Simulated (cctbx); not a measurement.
## Which space group?

Cell: a = 8.3250 Å, b = 8.3250 Å, c = 8.3250 Å, α = 90.00°, β = 90.00°, γ = 90.00°. Expected content of the cell: Pd4 Zn4 Na8 F24.

The data are simulated with cctbx, not measured: Mo Kα, λ = 0.71073 Å, to d = 0.8 Å, 80 % of the full sphere, strongest reflection 5000 counts, noise from counting, a 2 % proportional error and a noise floor of 4 counts (s.d.); no absorption.

A first pass over the reflections prints:

```text
3757 reflections to d = 0.801 A
centring   violations  <I/sigma> of those
    A          0 of  1861     -0.0
    B          0 of  1842     -0.0
    C          0 of  1851     -0.0
    I        228 of  1903      1.0
    R        469 of  2520      3.1
    F          0 of  2777     -0.0
Laue class    unique    Rint  (classes that these axes allow; Friedel mates merged)
F m m m           192   0.034
F m -3             68   0.036
F m -3 m           52   0.036
space group    extra absences  I>4sigma  <I/sigma>
F 4 3 2                 0          0         -  acentric
F -4 3 m                0          0         -  acentric
F m -3 m                0          0         -  centric
Wilson B = 0.57 A^2   <|E^2-1|> = 0.717 (0.968 centric, 0.736 acentric)   E^2>4: 0.0 %
shell (A)         n   <I/sigma>
 4.81 - 1.27     17     59.2
 1.27 - 1.01     12     52.7
 1.01 - 0.88     10     55.7
 0.88 - 0.80     13     40.1
```

**Question.** What are the lattice type, the Laue class and the likely space group?

The reflections that A, B, C and F centring forbids are absent (⟨I/σ⟩ near 0), so the lattice is F. F holds A, B and C together.

Rint stays low (0.034 to 0.036) up to F m -3 m, the highest class in these axes.

3 settings pass the absence test. No glide or screw absences show, which leaves F 4 3 2, F -4 3 m and F m -3 m.

⟨|E²−1|⟩ = 0.717 leans to a non-centrosymmetric structure. Here that hint misleads: the statistic assumes many like atoms on general positions, and few, heavy or special-position atoms break it. The Wilson B of 0.57 Å² means U ≈ 0.0072 Å².

The true group is Fm-3m (no. 225), Laue class m-3m, centrosymmetric. The tables only narrow the choice to the tied entries; cell content, site symmetry and trial solutions must settle it.

This is a model crystal, built by substitution and not relaxed, with assumed displacement parameters.

[Logs are printed without paths, hosts, clocks, repeated set-up lines and the standing remarks that a program may print on its own settings, such as how far it seeks lower states.]
